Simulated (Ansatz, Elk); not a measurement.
# HgMo3: X-ray structure factors from the self-consistent density

The structure of HgMo3 used here is made up (a known structure type with other elements) and was relaxed beforehand with r2SCAN. The aim is the Fourier transform of its all-electron density, F(hkl), set beside the sum over free spherical atoms that refinements use.

Main program and level: Elk 11.2.3 (patched build); DFT, PBE, all-electron APW+lo, Dirac cores, scalar-relativistic bands, static density, no spin.

The structure was built from a prototype and need not be the compound's stable phase.

## (1) Starting point

Symmetry: Pm-3m, No. 221, cubic system. The conventional cell has a = 4.025 Å, b = 4.025 Å, c = 4.025 Å, α = 90.00°, β = 90.00°, γ = 90.00°. Nearest to Hg lie 12 Mo at 2.85 Å. Mo has 4 Hg at 2.85 Å and 8 Mo at 2.85 Å nearest. Farther neighbours are not listed.

## (2) Ground state and structure factors

An all-electron density is needed, since X-rays see the cores too. Task 0 finds the density and task 195 Fourier-transforms it; tshift is off so that phases refer to the origin typed.

The input, elk.in:

```
tasks
  0
  195

xctype
  20

spinpol
  .false.

rgkmax
  7.0

gmaxvr
  14.0

lmaxo
  7

lmaxapw
  8

swidth
  0.002

tshift
  .false.

ramdisk
  .false.

hmaxvr
  5.5

maxscl
  120

epspot
  1e-06

sppath
  './'

avec
  7.60695856146 -0.00000000000 -0.00000000000
  -0.00000000000 7.60695856146 -0.00000000000
  -0.00000000000 -0.00000000000 7.60695856146

atoms
  2
  'Hg.in'
  1
  -0.0000000000 -0.0000000000 -0.0000000000   0.000000 0.000000 0.000000
  'Mo.in'
  3
  0.5000000000 0.5000000000 0.0000000000   0.000000 0.000000 0.000000
  0.5000000000 0.0000000000 0.5000000000   0.000000 0.000000 0.000000
  -0.0000000000 0.5000000000 0.5000000000   0.000000 0.000000 0.000000

ngridk
  6 6 6
```

Launch:

```bash
$ OMP_NUM_THREADS=4 elk
```

Numbers of over 12 decimals in the logs are rounded to 6 here.

The log of the run:

```text
┌─────────────────────────┐
│ Elk code version 11.2.3 │
└─────────────────────────┘

All units are atomic (Hartree, Bohr, etc.)

┌─────────────────────────────────────────────────┐
│ Ground-state run starting from atomic densities │
└─────────────────────────────────────────────────┘

Lattice vectors :
   7.606958561      -0.000000000      -0.000000000
  -0.000000000       7.606958561      -0.000000000
  -0.000000000      -0.000000000       7.606958561

Reciprocal lattice vectors :
  0.8259786426       0.000000000       0.000000000
   0.000000000      0.8259786426       0.000000000
   0.000000000       0.000000000      0.8259786426

Unit cell volume      :    440.1828839
Brillouin zone volume :   0.5635162623

Muffin-tin inner radius fraction :   0.1000000000E-01

Nuclei treated as point charges

Species : 1 (Hg)
 parameters loaded from : Hg.in
 name : mercury
 nuclear charge    :   -80.00000000
 electronic charge :    80.00000000
 atomic mass :    365653.2015
 muffin-tin radius :    2.763149917
 number of radial points in muffin-tin :   1393
 inner part over the whole radius :   0.9948454363E-02
 number on inner part of muffin-tin    :   1000
 approximate nuclear radius :   0.1038385165E-03
 number of mesh points to nuclear radius :    524
 atomic positions (lattice), magnetic fields (Cartesian) :
  1 :   0.00000000  0.00000000  0.00000000    0.00000000  0.00000000  0.00000000

Species : 2 (Mo)
 parameters loaded from : Mo.in
 name : molybdenum
 nuclear charge    :   -42.00000000
 electronic charge :    42.00000000
 atomic mass :    174887.9214
 muffin-tin radius :    2.565782066
 number of radial points in muffin-tin :   1193
 inner part over the whole radius :   0.9935769027E-02
 number on inner part of muffin-tin    :    848
 approximate nuclear radius :   0.8334154960E-04
 number of mesh points to nuclear radius :    420
 atomic positions (lattice), magnetic fields (Cartesian) :
  1 :   0.50000000  0.50000000  0.00000000    0.00000000  0.00000000  0.00000000
  2 :   0.50000000  0.00000000  0.50000000    0.00000000  0.00000000  0.00000000
  3 :   0.00000000  0.50000000  0.50000000    0.00000000  0.00000000  0.00000000

Total number of atoms per unit cell :    4
Total muffin-tin volume :    300.6298986
 ratio of muffin-tin to unit cell volume :   0.6829658980

Spin treatment :
 spin-unpolarised

Number of Bravais lattice symmetries :   48
Number of crystal symmetries         :   48
Crystal has inversion symmetry
Real symmetric eigensolver will be used

k-point grid :      6     6     6
k-point offset :    0.000000000       0.000000000       0.000000000
k-point set is reduced with full crystal symmetry group
Total number of k-points :       20

Muffin-tin radius times maximum |G+k| :    7.000000000
 using average radius
Maximum |G+k| for APW functions       :    2.676737288
Maximum (1/2)|G+k|²                   :    3.582461254
Maximum |G| for potential and density :    14.00000000
Constant for pseudocharge density :   10
 order of it for each species :   17  17
 order of it for pair densities of each species (exact exchange by exxq0 0: 18) :   11   9
Radial integration step length :    1

G-vector grid sizes :     35    35    35
Number of G-vectors :    20341

Maximum angular momentum used for
 APW functions            :    8
 outer part of muffin-tin :    7
 inner part of muffin-tin :    2

Total nuclear charge    :   -206.0000000
Total core charge       :    146.0000000
Total valence charge    :    60.00000000
Total excess charge     :    0.000000000
Total electronic charge :    206.0000000

Effective Wigner radius, rₛ :   0.7990226808

Number of empty states         :     16
Total number of valence states :     47
Total number of core states    :    146

Third-order local-orbitals added for an l without core states : T
Total number of local-orbitals :     71

Exchange-correlation functional :     20     0     0
 Perdew-Burke-Ernzerhof, Phys. Rev. Lett. 77, 3865 (1996)
 gradient requirement :    1
[...]
Madelung                    :     -39509.588222046
 xc potential                :     -957.29919138708
 exchange                    :     -732.90331578328
 correlation                 :     -11.563829769789
 electron entropic           :    -0.10321598594943E-02
 total energy                :     -31811.933777962

Density of states at Fermi energy :    79.26294094
 (states/Hartree/unit cell)

Estimated indirect band gap :   0.1851221508E-02
 from k-point 4 to k-point 2
Estimated direct band gap   :   0.6253846961E-02
 at k-point 7

Charges :
 core                        :    146.0000000
 valence                     :    60.00000000
 interstitial                :    5.744624736
 muffin-tins (core leakage)
  species : 1 (Hg)
   atom 1                    :    79.29110448     (  0.1013170354E-03)
  species : 2 (Mo)
   atom 1                    :    40.32142359     (  0.1013522848E-06)
[...]
total in muffin-tins        :    200.2553753
 total calculated charge     :    205.9985228
 total charge                :    206.0000000
 error                       :   0.1477225312E-02

RMS change in Kohn-Sham potential (target) :   0.1806783871     (  0.1000000000E-05)
Absolute change in total energy (target)   :   0.3758955048     (  0.1000000000E-03)

[... loops 3 to 15 left out ...]

┌──────────────────┐
│ Loop number : 16 │
└──────────────────┘

Energies :
 Fermi                       :     0.415245
 sum of occupied eigenvalues :     -19321.764243040
 electron kinetic            :      35285.134894640
 core electron kinetic       :      34790.177005726
 Coulomb                     :     -66350.144683261
 Coulomb potential           :     -53633.135094546
 nuclear-nuclear             :     -3357.6312847644
 electron-nuclear            :     -72446.446081708
 Hartree                     :      9453.9326832120
 Madelung                    :     -39533.577135988
 xc potential                :     -973.76404313446
 exchange                    :     -733.94711807444
 correlation                 :     -11.559522430130
 electron entropic           :    -0.11889511071959E-02
 total energy                :     -31810.517618076

Density of states at Fermi energy :    93.92922063
 (states/Hartree/unit cell)

Estimated indirect band gap :   0.1245663669E-02
 from k-point 7 to k-point 15
Estimated direct band gap   :   0.3262392545E-02
 at k-point 7

Charges :
 core                        :    146.0000000
 valence                     :    60.00000000
 interstitial                :    5.179657867
 muffin-tins (core leakage)
  species : 1 (Hg)
[...]
species : 2 (Mo)
[...]
total in muffin-tins        :    200.8203421
 total calculated charge     :    205.9984452
 total charge                :    206.0000000
 error                       :   0.1554790239E-02

RMS change in Kohn-Sham potential (target) :   0.4733073909E-07 (  0.1000000000E-05)
Absolute change in total energy (target)   :   0.6495815978E-04 (  0.1000000000E-03)

Convergence targets achieved

┌──────────────────┐
│ Loop number : 17 │
└──────────────────┘

Energies :
 Fermi                       :     0.415245
 sum of occupied eigenvalues :     -19321.764249701
 electron kinetic            :      35285.134887324
 core electron kinetic       :      34790.176997337
 Coulomb                     :     -66350.144680259
 Coulomb potential           :     -53633.135093930
 nuclear-nuclear             :     -3357.6312847644
 electron-nuclear            :     -72446.446077302
 Hartree                     :      9453.9326818072
 Madelung                    :     -39533.577133294
 xc potential                :     -973.76404309417
 exchange                    :     -733.94711800062
 correlation                 :     -11.559522421113
 electron entropic           :    -0.11889512728961E-02
 total energy                :     -31810.517622308

Density of states at Fermi energy :    93.92923116
 (states/Hartree/unit cell)

Estimated indirect band gap :   0.1245664624E-02
 from k-point 7 to k-point 15
Estimated direct band gap   :   0.3262398778E-02
 at k-point 7

Charges :
 core                        :    146.0000000
 valence                     :    60.00000000
 interstitial                :    5.179657690
 muffin-tins (core leakage)
  species : 1 (Hg)
[...]
species : 2 (Mo)
   atom 1                    :    40.43355991     (  0.7370516286E-07)
   atom 2                    :    40.43355991     (  0.7370516286E-07)
   atom 3                    :    40.43355991     (  0.7370516286E-07)
 total in muffin-tins        :    200.8203423
 total calculated charge     :    205.9984452
 total charge                :    206.0000000
 error                       :   0.1554790357E-02

┌──────────────────────────────┐
│ Self-consistent loop stopped │
└──────────────────────────────┘

Wrote STATE.OUT
```

Wall time 18 s (4 threads of Arm Neoverse V2, shared host); peak memory 0.18 GiB.

SFACRHO.OUT:

```text

h k l indices transformed by vhmat matrix:
   1.000000000       0.000000000       0.000000000    
   0.000000000       1.000000000       0.000000000    
   0.000000000       0.000000000       1.000000000    

      h      k      l  multipl.   |H|            Re(F)            Im(F)           |F|

      0      0      0      1   0.0000000       206.00000     -0.15592301E-16   206.00000    
     -1      0      0      6  0.82597864       36.751942     -0.40119903E-13   36.751942    
      1     -1      0     12   1.1681102       35.663212      0.40188939E-14   35.663212    
     -1     -1     -1      8   1.4306370       163.03226      0.10900967E-12   163.03226    
      0      0     -2      6   1.6519573       155.49851      0.69409262E-13   155.49851    
     -1     -2      0     24   1.8469444       32.568835     -0.46308696E-13   32.568835    
      1     -2      1     24   2.0232262       31.555013     -0.64249748E-13   31.555013    
      0      2     -2     12   2.3362204       135.76394     -0.63215446E-14   135.76394    
      0     -3      0      6   2.4779359       29.306585     -0.18685421E-13   29.306585    
     -1      2     -2     24   2.4779359       29.280320     -0.46740855E-13   29.280320    
      3      1      0     24   2.6119738       28.840970     -0.33174214E-13   28.840970    
      1     -3      1     24   2.7394612       125.61395     -0.15765580E-13   125.61395    
     -2      2      2      8   2.8612740       122.93750     -0.53985222E-13   122.93750    
     -3      2      0     24   2.9781083       27.293138     -0.27417976E-13   27.293138    
     -3      1      2     48   3.0905291       26.830261      0.61815870E-13   26.830261    
      0     -4      0      6   3.3039146       113.46301      0.99393762E-13   113.46301    
      2     -2     -3     24   3.4055972       25.470367     -0.39362766E-13   25.470367    
      4     -1      0     24   3.4055972       25.589615     -0.53051385E-13   25.589615
```

Elk indexes on the primitive cell of elk.in and gives |H| = 4π sin θ/λ in inverse bohr. Below, one row stands for each form hkl of the conventional cell (m members, Friedel mates merged), F is for one primitive cell and the density is static (no thermal factor). Free-atom factors are Waasmaier and Kirfel's, and R is Σm||F|−|F'||/Σm|F|.

```csv
hkl,m,sin θ/λ (Å⁻¹),"abs F, DFT",neutral atoms,diff.
100,6,0.124,36.752,36.930,-0.178
110,12,0.176,35.663,35.603,+0.060
111,8,0.215,163.032,164.019,-0.987
200,6,0.248,155.499,156.436,-0.937
210,24,0.278,32.569,32.465,+0.103
211,24,0.304,31.555,31.658,-0.103
220,12,0.351,135.764,135.516,+0.248
300,6,0.373,29.307,29.574,-0.267
221,24,0.373,29.280,29.574,-0.293
310,24,0.393,28.841,28.957,-0.116
311,24,0.412,125.614,125.226,+0.388
222,8,0.430,122.938,122.422,+0.516
320,24,0.448,27.293,27.290,+0.003
321,48,0.465,26.830,26.790,+0.040
400,6,0.497,113.463,113.305,+0.158
322,24,0.512,25.470,25.438,+0.033
410,24,0.512,25.590,25.438,+0.152
411,24,0.527,25.029,25.032,-0.003
```

## (3) The highest occupied states alone

An energy window below the Fermi level keeps the highest occupied states, to see at which angles they scatter; shallow core shells can lie inside it and anion s states outside. No new self-consistency is needed.

Changes to elk.in since step 2:

```diff
@@ -1,3 +1,2 @@
 tasks
-  0
   195
@@ -40,2 +39,5 @@
 
+wsfac
+  -0.025750 0.715240
+
 sppath
```

Launch:

```bash
$ OMP_NUM_THREADS=4 elk
```

The log of the run:

```text
┌─────────────────────────────────┐
│ Elk code version 11.2.3 started │
└─────────────────────────────────┘

Info(readinput): the functional depends on the density's gradient
 muffin-tin radial points multiplied by    2.00000
 (not where nrmtscf is given)

┌────────────────────┐
│ Current task : 195 │
└────────────────────┘
Info(checkmt): changed muffin-tin radius of species 1 (Hg) from   2.8000 to   2.7631
Info(checkmt): changed muffin-tin radius of species 2 (Mo) from   2.6000 to   2.5658

Info(sfacrho): density structure factors written to SFACRHO.OUT

 Energy window :  -0.2575000000E-01  0.7152400000

┌──────────────────┐
│ Elk code stopped │
└──────────────────┘
```

Wall time 6.5 s (4 threads); peak memory 0.16 GiB.

States within 12 eV below the Fermi level hold 30.00 electrons; any levels below the window count with the cores. Their amplitudes can exceed the total, where window and core parts have opposite phase:

```csv
hkl,sin θ/λ (Å⁻¹),"abs F, window","abs F, all"
100,0.124,4.845,36.752
110,0.176,3.969,35.663
111,0.215,6.927,163.032
200,0.248,4.644,155.499
210,0.278,1.879,32.569
211,0.304,1.270,31.555
220,0.351,1.363,135.764
300,0.373,0.322,29.307
221,0.373,0.302,29.280
310,0.393,0.304,28.841
```

## (4) Another functional

The difference from free atoms is small, so it is set against the change that LDA (Perdew-Wang) makes.

Changes to elk.in since step 3:

```diff
@@ -1,2 +1,3 @@
 tasks
+  0
   195
@@ -4,3 +5,3 @@
 xctype
-  20
+  3
 
@@ -39,5 +40,2 @@
 
-wsfac
-  -0.025750 0.715240
-
 sppath
```

Launch:

```bash
$ OMP_NUM_THREADS=4 elk
```

The log of the run:

```text
┌─────────────────────────┐
│ Elk code version 11.2.3 │
└─────────────────────────┘

All units are atomic (Hartree, Bohr, etc.)

┌─────────────────────────────────────────────────┐
│ Ground-state run starting from atomic densities │
└─────────────────────────────────────────────────┘

Lattice vectors :
   7.606958561      -0.000000000      -0.000000000
  -0.000000000       7.606958561      -0.000000000
  -0.000000000      -0.000000000       7.606958561

Reciprocal lattice vectors :
  0.8259786426       0.000000000       0.000000000
[...]
valence                     :    60.00000000
 interstitial                :    5.150724101
 muffin-tins (core leakage)
  species : 1 (Hg)
[...]
species : 2 (Mo)
[...]
atom 2                    :    40.43829250     ( -0.4842620758E-05)
   atom 3                    :    40.43829250     ( -0.4842620758E-05)
 total in muffin-tins        :    200.8492759
 total calculated charge     :    205.9984020
 total charge                :    206.0000000
 error                       :   0.1598012881E-02

┌──────────────────────────────┐
│ Self-consistent loop stopped │
└──────────────────────────────┘

Wrote STATE.OUT
[key lines of the parts left out:]
total energy                :     -31787.294472940
```

Run time: 11 s. Hardware: 4 threads; peak memory 0.16 GiB; 29 s of CPU time.

Against the first run R = 0.02 %; the largest change is -0.044 at 533.

## (5) Basis size

A smaller basis shows how fast F responds to it; the change is likely larger than the basis error of the first run, but doesn't show convergence.

Changes to elk.in since step 4:

```diff
@@ -5,3 +5,3 @@
 xctype
-  3
+  20
 
@@ -11,3 +11,3 @@
 rgkmax
-  7.0
+  5.5
```

Launch:

```bash
$ OMP_NUM_THREADS=4 elk
```

The log of the run:

```text
┌─────────────────────────┐
│ Elk code version 11.2.3 │
└─────────────────────────┘

All units are atomic (Hartree, Bohr, etc.)

┌─────────────────────────────────────────────────┐
│ Ground-state run starting from atomic densities │
└─────────────────────────────────────────────────┘

Lattice vectors :
   7.606958561      -0.000000000      -0.000000000
  -0.000000000       7.606958561      -0.000000000
  -0.000000000      -0.000000000       7.606958561

Reciprocal lattice vectors :
  0.8259786426       0.000000000       0.000000000
[...]
valence                     :    60.00000000
 interstitial                :    5.442535581
 muffin-tins (core leakage)
  species : 1 (Hg)
[...]
species : 2 (Mo)
[...]
atom 2                    :    40.35454440     (  0.7256411294E-07)
   atom 3                    :    40.35454440     (  0.7256411294E-07)
 total in muffin-tins        :    200.5574644
 total calculated charge     :    206.0021698
 total charge                :    206.0000000
 error                       :   0.2169790085E-02

┌──────────────────────────────┐
│ Self-consistent loop stopped │
└──────────────────────────────┘

Wrote STATE.OUT
[key lines of the parts left out:]
total energy                :     -31810.336777044
```

Run time: 17 s. Hardware: 4 threads; peak memory 0.18 GiB; 47 s of CPU time.

Against the first run R = 0.02 %; the largest change is +0.188 at 220.

## (6) A coarser k-mesh

About half the k-points along each axis test the sampling.

Changes to elk.in since step 5:

```diff
@@ -11,3 +11,3 @@
 rgkmax
-  5.5
+  7.0
 
@@ -60,2 +60,2 @@
 ngridk
-  6 6 6
+  3 3 3
```

Launch:

```bash
$ OMP_NUM_THREADS=4 elk
```

The log of the run:

```text
┌─────────────────────────┐
│ Elk code version 11.2.3 │
└─────────────────────────┘

All units are atomic (Hartree, Bohr, etc.)

┌─────────────────────────────────────────────────┐
│ Ground-state run starting from atomic densities │
└─────────────────────────────────────────────────┘

Lattice vectors :
   7.606958561      -0.000000000      -0.000000000
  -0.000000000       7.606958561      -0.000000000
  -0.000000000      -0.000000000       7.606958561

Reciprocal lattice vectors :
  0.8259786426       0.000000000       0.000000000
[...]
valence                     :    60.00000000
 interstitial                :    5.180428825
 muffin-tins (core leakage)
  species : 1 (Hg)
[...]
species : 2 (Mo)
[...]
atom 2                    :    40.43474431     (  0.7373808586E-07)
   atom 3                    :    40.43474431     (  0.7373808586E-07)
 total in muffin-tins        :    200.8195712
 total calculated charge     :    205.9984747
 total charge                :    206.0000000
 error                       :   0.1525280331E-02

┌──────────────────────────────┐
│ Self-consistent loop stopped │
└──────────────────────────────┘

Wrote STATE.OUT
[key lines of the parts left out:]
total energy                :     -31810.519268175
```

Elapsed: 12 s, on 4 threads; peak memory 0.17 GiB.

Against the first run R = 0.01 %; the largest change is +0.044 at 400.

## (7) Settings against the effect

```csv
run,R against the first run (%),"R against neutral atoms, low angle (%)",wall time
"PBE, rgkmax 7",0.00,0.48,18 s
LDA (Perdew-Wang),0.02,0.49,11 s
rgkmax 5.5,0.02,0.52,17 s
k-mesh 3×3×3,0.01,0.47,12 s
```

## (8) Summary of results

- R against neutral atoms, sin θ/λ < 0.3 Å⁻¹: 0.48 %
- R against neutral atoms, 0.3 to 0.82 Å⁻¹: 0.27 %

In words: Independent neutral atoms miss the calculated amplitudes by R = 0.48 % below 0.3 Å⁻¹ and 0.27 % from there to 0.82 Å⁻¹; by shells, 0.49 % below 0.15 Å⁻¹ (1 form), 0.48 % 0.15 to 0.3 (4 forms), 0.35 % 0.3 to 0.45 (8 forms), 0.25 % above 0.45 (38 forms). Bonding, aspherical density and the tables' own atoms all enter these figures, and the runs don't part them. The largest change of an amplitude is -0.99 electrons, at 111. The window's part falls from 30.0 electrons at the origin to at most 0.43 between 0.45 and 0.82 Å⁻¹. Below 0.3 Å⁻¹ the changes that finished (LDA (Perdew-Wang), rgkmax 5.5 and k-mesh 3×3×3) move F by R = 0.04 % at most, against the 0.48 % that separates it from free atoms. These runs have no spin, though d or f shells may be open. Spin-orbit coupling is left out, which can matter for elements this heavy. Part of the difference isn't bonding: the tables are fits to free atoms and ions calculated by other methods than this functional. Thermal motion, anomalous dispersion and extinction are left out.

[Logs are printed without paths, hosts, clocks, repeated set-up lines and the standing remarks that a program may print on its own settings, such as how far it seeks lower states.]

[Hosts, paths, dates, database ids (printed as entryN), source tags and the programs' standing remarks are cut or masked in the printed files.]
